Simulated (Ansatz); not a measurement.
Reflectivity of SiMo3 (Pm-3n) at normal incidence (Ansatz, r2SCAN, independent particles, without spin-orbit coupling, line width 0.15 eV (Gaussian), carrier damping 0.05 eV):

| E (eV) | R (%) |
| --- | --- |
| 1.00 | 68.3 |
| 1.25 | 62.8 |
| 1.50 | 57.2 |
| 1.75 | 57.0 |
| 2.00 | 58.8 |
| 2.25 | 58.4 |
| 2.50 | 60.1 |
| 2.75 | 60.3 |
| 3.00 | 57.6 |
| 3.25 | 56.8 |
| 3.50 | 57.1 |
| 3.75 | 55.8 |
| 4.00 | 54.8 |
| 4.25 | 58.7 |
| 4.50 | 61.3 |
| 4.75 | 62.6 |
| 5.00 | 61.4 |

What colour would a polished face show in daylight?

Light grey: CIE x = 0.311, y = 0.327, luminous reflectivity 59 % under D65, from the mean over the axes.
